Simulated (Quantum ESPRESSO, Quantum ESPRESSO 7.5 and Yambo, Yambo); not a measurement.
**SiC (Moissanite): G0W0 with Yambo, start to end**

How does a plane-wave GW calculation on SiC (Moissanite) run from the first input to the gap?

Program: Quantum ESPRESSO 7.5 and Yambo 5.3.0. Level of theory: PBE and many-body steps on it, plane waves. Results are calculated unless marked as measured.

**Experimental background.**

- Gap 3.03 eV: indirect gap, experimental literature value; quoted from earlier experiment; bulk crystal (quoted in “Charge spill-out and work function of few-layer graphene on SiC(0001)”, 2018, arxiv:1806.04908).

- Gap 3 eV: optical absorption onset, approximate; UV-Vis-NIR transmission; bulk crystal (400 micron semi-insulating 6H-SiC wafer) (“Effects of energetic ion irradiation on WSe2/SiC heterostructures”, 2017, pmc:5482891).

- Gap 3.02 eV: band gap at cryogenic temperature; bulk crystal (literature value) (quoted in “Silicon carbide diodes for neutron detection”, 2020, arxiv:2009.14696).

This is a report of a sequence of runs, with most program output left out.

**1. Set-up**

The structure is hexagonal, space group P6_3mc (No. 186). The conventional cell has a = 3.081 Å, b = 3.081 Å, c = 15.125 Å, α = 90.00°, β = 90.00°, γ = 120.00°. Nearest to Si lie 4 C at 1.88 to 1.90 Å. Nearest to Si lie 4 C at 1.89 Å. C has 4 Si at 1.88 to 1.89 Å nearest. Nearest to C lie 4 Si at 1.89 Å. Nearest to C lie 4 Si at 1.89 to 1.90 Å. Farther neighbours are not listed.

The cell and positions come from the Crystallography Open Database and are kept as given unless a step says otherwise.

**2. Ground state**

This step: Quantum ESPRESSO 7.5; DFT, PBE, plane waves, norm-conserving pseudopotentials.

The ground-state density comes first.

pw.in reads:

```
&control
  calculation = 'scf'
  prefix = 'x'
  outdir = 'o'
  pseudo_dir = 'pseudo'
/
&system
  ibrav = 0
  nat = 12
  ntyp = 2
  ecutwfc = 74.0
  nbnd = 34
  force_symmorphic = .true.
/
&electrons
  conv_thr = 1e-10
  electron_maxstep = 80
  mixing_beta = 0.5
/
ATOMIC_SPECIES
  Si 28.085 Si.upf
  C 12.011 C.upf
CELL_PARAMETERS angstrom
  3.0810000000 -0.0000000000 0.0000000000
  -1.5405000000 2.6682242691 0.0000000000
  0.0000000000 0.0000000000 15.1248000000
ATOMIC_POSITIONS crystal
  Si 0.0000000000 0.0000000000 0.0000000000
  Si 0.0000000000 0.0000000000 0.5000000000
  Si 0.3333333333 0.6666666667 0.1664000000
  Si 0.6666666667 0.3333333333 0.6664000000
  Si 0.6666666667 0.3333333333 0.3329000000
  Si 0.3333333333 0.6666666667 0.8329000000
  C 0.3333333333 0.6666666667 0.0412000000
  C 0.6666666667 0.3333333333 0.5412000000
  C 0.6666666667 0.3333333333 0.2080000000
  C 0.3333333333 0.6666666667 0.7080000000
  C 0.0000000000 0.0000000000 0.3746000000
  C 0.0000000000 0.0000000000 0.8746000000
K_POINTS automatic
  6 6 2 0 0 0
```

Started as:

```
$ OMP_NUM_THREADS=1 mpirun -n 4 pw.x -nk 4 -in pw.in > pw.out
```

The job ended after 38 s (4 MPI ranks of Arm Neoverse V1, shared host; peak memory 0.52 GiB; 2.5 min of CPU time).

Numbers from this step:

| Quantity | Value |
| --- | --- |
| total energy | -1676.7292 eV |
| gap | 2.017 eV |
| k of the valence top | 0, 0, 0 |
| k of the conduction bottom | 0, -0.5, 0 |
| least direct gap | 3.123 eV |

The gap is indirect, with the least direct gap 1.11 eV higher.

**3. Bands along the symmetry lines**

Levels along a band path, at the cheap level, show where the edges lie and whether the meshes to come will hold them.

pw.in reads:

```
&control
  calculation = 'bands'
  prefix = 'x'
  outdir = 'o'
  pseudo_dir = 'pseudo'
/
&system
  ibrav = 0
  nat = 12
  ntyp = 2
  ecutwfc = 74.0
  nbnd = 30
  force_symmorphic = .true.
/
&electrons
  conv_thr = 1e-9
  electron_maxstep = 80
  diago_full_acc = .true.
  diago_thr_init = 5e-6
/
ATOMIC_SPECIES
  Si 28.085 Si.upf
  C 12.011 C.upf
CELL_PARAMETERS angstrom
  3.0810000000 -0.0000000000 0.0000000000
  -1.5405000000 2.6682242691 0.0000000000
  0.0000000000 0.0000000000 15.1248000000
ATOMIC_POSITIONS crystal
  Si 0.0000000000 0.0000000000 0.0000000000
  Si 0.0000000000 0.0000000000 0.5000000000
  Si 0.3333333333 0.6666666667 0.1664000000
  Si 0.6666666667 0.3333333333 0.6664000000
  Si 0.6666666667 0.3333333333 0.3329000000
  Si 0.3333333333 0.6666666667 0.8329000000
  C 0.3333333333 0.6666666667 0.0412000000
  C 0.6666666667 0.3333333333 0.5412000000
  C 0.6666666667 0.3333333333 0.2080000000
  C 0.3333333333 0.6666666667 0.7080000000
  C 0.0000000000 0.0000000000 0.3746000000
  C 0.0000000000 0.0000000000 0.8746000000
K_POINTS crystal
  75
  0.00000000 0.00000000 0.00000000 1
  0.06250000 0.00000000 0.00000000 1
  0.12500000 0.00000000 0.00000000 1
  0.18750000 0.00000000 0.00000000 1
  0.25000000 0.00000000 0.00000000 1
  0.31250000 0.00000000 0.00000000 1
  0.37500000 0.00000000 0.00000000 1
  0.43750000 0.00000000 0.00000000 1
  0.50000000 0.00000000 0.00000000 1
  0.47916667 0.04166667 0.00000000 1
  0.45833333 0.08333333 0.00000000 1
  0.43750000 0.12500000 0.00000000 1
  0.41666666 0.16666666 0.00000000 1
  0.39583333 0.20833333 0.00000000 1
  0.37500000 0.25000000 0.00000000 1
  0.35416666 0.29166666 0.00000000 1
  0.33333333 0.33333333 0.00000000 1
  0.29166666 0.29166666 0.00000000 1
  0.25000000 0.25000000 0.00000000 1
  0.20833333 0.20833333 0.00000000 1
  0.16666666 0.16666666 0.00000000 1
  0.12500000 0.12500000 0.00000000 1
  0.08333333 0.08333333 0.00000000 1
  0.04166667 0.04166667 0.00000000 1
  0.00000000 0.00000000 0.00000000 1
  0.00000000 0.00000000 0.06250000 1
  0.00000000 0.00000000 0.12500000 1
  0.00000000 0.00000000 0.18750000 1
  0.00000000 0.00000000 0.25000000 1
  0.00000000 0.00000000 0.31250000 1
  0.00000000 0.00000000 0.37500000 1
  0.00000000 0.00000000 0.43750000 1
  0.00000000 0.00000000 0.50000000 1
  0.06250000 0.00000000 0.50000000 1
  0.12500000 0.00000000 0.50000000 1
  0.18750000 0.00000000 0.50000000 1
  0.25000000 0.00000000 0.50000000 1
  0.31250000 0.00000000 0.50000000 1
  0.37500000 0.00000000 0.50000000 1
  0.43750000 0.00000000 0.50000000 1
  0.50000000 0.00000000 0.50000000 1
  0.47916667 0.04166667 0.50000000 1
  0.45833333 0.08333333 0.50000000 1
  0.43750000 0.12500000 0.50000000 1
  0.41666666 0.16666666 0.50000000 1
  0.39583333 0.20833333 0.50000000 1
  0.37500000 0.25000000 0.50000000 1
  0.35416666 0.29166666 0.50000000 1
  0.33333333 0.33333333 0.50000000 1
  0.29166666 0.29166666 0.50000000 1
  0.25000000 0.25000000 0.50000000 1
  0.20833333 0.20833333 0.50000000 1
  0.16666666 0.16666666 0.50000000 1
  0.12500000 0.12500000 0.50000000 1
  0.08333333 0.08333333 0.50000000 1
  0.04166667 0.04166667 0.50000000 1
  0.00000000 0.00000000 0.50000000 1
  0.50000000 0.00000000 0.50000000 1
  0.50000000 0.00000000 0.43750000 1
  0.50000000 0.00000000 0.37500000 1
  0.50000000 0.00000000 0.31250000 1
  0.50000000 0.00000000 0.25000000 1
  0.50000000 0.00000000 0.18750000 1
  0.50000000 0.00000000 0.12500000 1
  0.50000000 0.00000000 0.06250000 1
  0.50000000 0.00000000 0.00000000 1
  0.33333333 0.33333333 0.50000000 1
  0.33333333 0.33333333 0.43750000 1
  0.33333333 0.33333333 0.37500000 1
  0.33333333 0.33333333 0.31250000 1
  0.33333333 0.33333333 0.25000000 1
  0.33333333 0.33333333 0.18750000 1
  0.33333333 0.33333333 0.12500000 1
  0.33333333 0.33333333 0.06250000 1
  0.33333333 0.33333333 0.00000000 1
```

It took 43 s on 4 MPI ranks; peak memory 0.41 GiB.

This step gave:

| Quantity | Value |
| --- | --- |
| gap | 2.012 eV |
| k of the valence top | 0, 0, 0 |
| k of the conduction bottom | 0.5, 0, 0.1875 |
| least direct gap | 3.123 eV |

The gap is 2.012 eV, −0.005 eV from the run before at this level.

The electronic bands at the labelled points (eV, zero at the top of the highest filled band):

| point | band 21 | band 22 | band 23 | band 24 | band 25 | band 26 | band 27 | band 28 |
| --- | --- | --- | --- | --- | --- | --- | --- | --- |
| Γ | -0.29 | -0.04 | 0.00 | 0.00 | 5.16 | 5.34 | 5.74 | 6.25 |
| halfway | -1.17 | -1.09 | -0.70 | -0.54 | 3.67 | 3.89 | 4.38 | 5.01 |
| M | -1.84 | -1.76 | -1.66 | -1.11 | 2.02 | 2.21 | 3.23 | 3.89 |
| halfway | -2.44 | -2.22 | -2.00 | -1.77 | 2.85 | 3.50 | 4.51 | 4.92 |
| K | -3.14 | -2.21 | -2.08 | -2.08 | 3.49 | 3.49 | 3.75 | 5.04 |
| halfway | -1.78 | -1.73 | -1.30 | -0.72 | 4.79 | 4.86 | 4.97 | 5.06 |
| Γ | -0.29 | -0.04 | 0.00 | 0.00 | 5.16 | 5.34 | 5.74 | 6.25 |
| halfway | -0.20 | -0.20 | -0.02 | -0.02 | 5.18 | 5.30 | 5.81 | 6.15 |
| A | -0.09 | -0.09 | -0.09 | -0.09 | 5.23 | 5.23 | 5.97 | 5.97 |
| halfway | -1.00 | -1.00 | -0.71 | -0.71 | 3.77 | 3.77 | 4.73 | 4.73 |
| L | -1.72 | -1.72 | -1.31 | -1.31 | 2.06 | 2.06 | 3.45 | 3.45 |
| halfway | -2.68 | -2.68 | -1.67 | -1.67 | 3.20 | 3.20 | 4.48 | 4.48 |
| H | -2.63 | -2.63 | -2.27 | -2.27 | 3.68 | 3.68 | 4.32 | 4.32 |
| halfway | -1.96 | -1.96 | -0.85 | -0.85 | 4.74 | 4.74 | 5.12 | 5.12 |
| A | -0.09 | -0.09 | -0.09 | -0.09 | 5.23 | 5.23 | 5.97 | 5.97 |
| jump to L | -1.72 | -1.72 | -1.31 | -1.31 | 2.06 | 2.06 | 3.45 | 3.45 |
| halfway | -2.00 | -1.64 | -1.53 | -1.16 | 2.01 | 2.16 | 3.29 | 3.68 |
| M | -1.84 | -1.76 | -1.66 | -1.11 | 2.02 | 2.21 | 3.23 | 3.89 |
| jump to H | -2.63 | -2.63 | -2.27 | -2.27 | 3.68 | 3.68 | 4.32 | 4.32 |
| halfway | -2.97 | -2.33 | -2.16 | -2.16 | 3.58 | 3.58 | 3.91 | 4.80 |
| K | -3.14 | -2.21 | -2.08 | -2.08 | 3.49 | 3.49 | 3.75 | 5.04 |

**4. Empty states on the mesh, 6×6×1 mesh, 542 bands**

The sums over transitions need many empty states on a uniform mesh; this step solves for them.

pw.in reads:

```
&control
  calculation = 'nscf'
  prefix = 'x'
  outdir = 'o'
  pseudo_dir = 'pseudo'
/
&system
  ibrav = 0
  nat = 12
  ntyp = 2
  ecutwfc = 74.0
  nbnd = 542
  force_symmorphic = .true.
/
&electrons
  conv_thr = 1e-9
  electron_maxstep = 80
  diago_full_acc = .true.
  diago_thr_init = 5e-6
/
ATOMIC_SPECIES
  Si 28.085 Si.upf
  C 12.011 C.upf
CELL_PARAMETERS angstrom
  3.0810000000 -0.0000000000 0.0000000000
  -1.5405000000 2.6682242691 0.0000000000
  0.0000000000 0.0000000000 15.1248000000
ATOMIC_POSITIONS crystal
  Si 0.0000000000 0.0000000000 0.0000000000
  Si 0.0000000000 0.0000000000 0.5000000000
  Si 0.3333333333 0.6666666667 0.1664000000
  Si 0.6666666667 0.3333333333 0.6664000000
  Si 0.6666666667 0.3333333333 0.3329000000
  Si 0.3333333333 0.6666666667 0.8329000000
  C 0.3333333333 0.6666666667 0.0412000000
  C 0.6666666667 0.3333333333 0.5412000000
  C 0.6666666667 0.3333333333 0.2080000000
  C 0.3333333333 0.6666666667 0.7080000000
  C 0.0000000000 0.0000000000 0.3746000000
  C 0.0000000000 0.0000000000 0.8746000000
K_POINTS automatic
  6 6 1 0 0 0
```

Elapsed: 3.2 min, on 4 MPI ranks; peak memory 2 GiB.

Numbers from this step:

```
gap                                                           : 2.017 eV
k of the valence top                                          : 0, 0, 0
k of the conduction bottom                                    : 0, -0.5, 0
least direct gap                                              : 3.123 eV
k points computed                                             : 7
lowest point of the top converged band, above the valence top : 133.9373 eV
```

On this mesh the gap is 2.017 eV.

**5. Conversion and set-up**

This step: Yambo 5.3.0; conversion and set-up on PBE, plane waves, norm-conserving pseudopotentials.

The states are converted to the many-body program's format and the q mesh is built.

Started as:

```
$ (cd o/x.save; p2y > p2y.log; mv SAVE ../..); yambo > setup.log
```

Elapsed: 3.6 s, on 1 MPI rank; peak memory 0.24 GiB.

**6. Screening and self-energy, 6×6×1 mesh, 235 bands, screening to 136.1 eV**

G0W0 replaces the xc potential by the self-energy, built once from these orbitals. Only a window of levels is corrected, while the sums run over the empty bands that the input names.

This step: G0W0 on PBE, plane waves, norm-conserving pseudopotentials.

gw2.in reads:

```
HF_and_locXC
gw0
dyson
ppa
em1d
rim_cut
RandQpts= 1000000
RandGvec= 1 RL
EXXRLvcs= 74 Ry
VXCRLvcs= 296 Ry
Chimod= "HARTREE"
% BndsRnXp
 1 | 235 |
%
NGsBlkXp= 10 Ry
% LongDrXp
 1 | 1 | 1 |
%
% GbndRnge
 1 | 235 |
%
DysSolver= "n"
ExtendOut
PPAPntXp= 27.21138 eV
% QPkrange
 1 | 1 | 23 | 26 |
 4 | 4 | 23 | 26 |
%
```

Started as:

```
$ OMP_NUM_THREADS=2 mpirun -n 2 yambo -F gw2.in -J gw2 -C gw2 > gw2.log
```

Run time: 10 min. Hardware: 2 MPI ranks; peak memory 1.3 GiB.

This step gave:

| Item | Value |
| --- | --- |
| G0W0 gap on the points computed | 2.620 eV |
| starting gap on the mesh | 2.017 eV |
| k of the valence top | 0, 0, 0 |
| k of the conduction bottom | 0, -0.5, 0 |
| least direct G0W0 gap on the computed points | 3.886 eV |
| Z at the valence top | 0.8006 |
| Z at the conduction bottom | 0.8232 |

The gap on the mesh goes from 2.02 eV to 2.62 eV, a correction of +0.60 eV.

Limits: finite bands, cutoff and mesh; coarse k mesh. v1 is the top filled band, c1 the lowest empty one. Levels before and after the correction, in eV, zero at the valence-band top of each column:

|  | conduction bottom | valence top |
| --- | --- | --- |
| Kohn-Sham | 2.02 | 0.00 |
| G0W0 | 2.62 | 0.00 |

|  | level | energy (eV) |
| --- | --- | --- |
| Kohn-Sham | Γ v2-v1 | 0.000 |
| Kohn-Sham | Γ c1 | 5.164 |
| Kohn-Sham | Γ c2 | 5.336 |
| Kohn-Sham | (0 -0.5 0) v2 | -1.662 |
| Kohn-Sham | (0 -0.5 0) v1 | -1.106 |
| Kohn-Sham | (0 -0.5 0) c1 | 2.017 |
| Kohn-Sham | (0 -0.5 0) c2 | 2.207 |
| G0W0 | Γ v2-v1 | 0.000 |
| G0W0 | Γ c1 | 5.976 |
| G0W0 | Γ c2 | 6.140 |
| G0W0 | (0 -0.5 0) v2 | -1.871 |
| G0W0 | (0 -0.5 0) v1 | -1.266 |
| G0W0 | (0 -0.5 0) c1 | 2.620 |
| G0W0 | (0 -0.5 0) c2 | 2.808 |

**7. Where the time went**

Times are wall times on the hardware named with each run. The host was busy with other work, so they are no guide to cost.

| step | time | share | memory (GiB) |
| --- | --- | --- | --- |
| ground state | 38 s | 4 % | 0.52 |
| bands along the symmetry lines | 43 s | 5 % | 0.41 |
| empty states on the mesh | 3.2 min | 22 % | 2.0 |
| conversion and set-up | 3.6 s | 0 % | 0.24 |
| screening and self-energy | 10 min | 69 % | 1.3 |

**8. What came out**

```json
{
  "PBE gap": "2.01 eV, indirect",
  "G0W0 gap on the mesh": "2.62 eV",
  "GW settings": "6×6×1 mesh, 235 bands, screening to 136.1 eV, Godby-Needs plasmon pole",
  "known limits": "not at the basis limit; coarse k mesh"
}
```

What this shows: G0W0 moves the gap on the mesh from 2.02 eV to 2.62 eV (+0.60 eV), with Z of 0.80 and 0.82 at the edges. Only 2 of the mesh's irreducible points were corrected, so a valley elsewhere could overtake. The dearest step here is «screening and self-energy». Against experiment, by G0W0@PBE: the gap of 2.62 eV lies −0.41 eV from the measured 3.03 eV (indirect, quoted 2018); the gap of 2.62 eV lies −0.38 eV from the measured 3 eV (optical, 2017); the gap of 2.62 eV lies −0.40 eV from the measured 3.02 eV (kind not stated, quoted 2020). An exciton line or allowed optical edge lies below the quasiparticle gap by the binding energy; a forbidden edge can push the onset above it. The calculation has static nuclei and no excitons; a measured gap holds zero-point and thermal motion, which mostly lowers it. Bands and cutoff are finite, so the gap is not at the basis limit. The miss can reach some tenths of an eV and take either sign; the mesh is an error of its own. In the G0W0 run levels were corrected at 2 k points alone, so a gap called «on the mesh» is the least over those, and an edge elsewhere would be missed. The 6×6×1 mesh is coarse for this cell, which bears on the long-range parts of exchange and screening.

[Paths, hosts, dates, memory and timing lines, banners, echoed tables and standing remarks are left out of the program output.]

[Logs are printed without paths, hosts, clocks, repeated set-up lines and the standing remarks that a program may print on its own settings, such as how far it seeks lower states.]

[Runs of the session that timed out or met a known fault of the program may be left out.]

[Hosts, paths, dates, database ids (printed as entryN), source tags and the programs' standing remarks are cut or masked in the printed files.]
